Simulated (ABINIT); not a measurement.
Planning a run of ABINIT 10.8.3 on CdF2 (Fm-3m). The input:

```
acell 3*1.0 Angstrom
rprim 
  0.000000000000 2.694000000000 2.694000000000
  2.694000000000 -0.000000000000 2.694000000000
  2.694000000000 2.694000000000 -0.000000000000
ntypat 2
znucl 48 9
natom 3
typat 1 2 2
xred 
  0.000000000000 0.000000000000 0.000000000000
  0.250000000000 0.250000000000 0.250000000000
  0.750000000000 0.750000000000 0.750000000000
pp_dirpath "pseudos"
pseudos "Cd.upf, F.upf"
ecut 47
ngkpt 4 4 4
nshiftk 1
shiftk 0 0 0
kptopt 1
chksymbreak 0
istwfk *1
occopt 1
irdwfk 1
optdriver 3
nband 69
ecuteps 5
inclvkb 2
awtr 1
symchi 1
indata_prefix "in"
outdata_prefix "out"
tmpdata_prefix "tmp"
```

```sh
OMP_NUM_THREADS=1 mpirun -n 4 abinit run.abi > log
```

**Question.** How long will it take on 4 MPI ranks of Arm Neoverse V2, shared host, and how much memory?

It took 19 s; on shared hardware allow 9.5 s to 38 s. Peak host memory was 0.83 GiB.

[Paths, hosts, dates, memory and timing lines, banners, echoed tables and standing remarks are left out of the program output.]

[Logs are printed without paths, hosts, clocks, repeated set-up lines and the standing remarks that a program may print on its own settings, such as how far it seeks lower states.]

[Runs of the session that timed out or met a known fault of the program may be left out.]

[Hosts, paths, dates, database ids (printed as entryN), source tags and the programs' standing remarks are cut or masked in the printed files.]

[G0W0 gaps are taken among the corrected bands and points alone; a level outside them can change the order at an edge.]

[Where Ansatz stands beside ABINIT at settings called matched, ABINIT's density can come from a denser mesh and the files from another edition; pairs whose starting gaps differed by over 0.03 eV were left out, so agreement reads better than it is.]
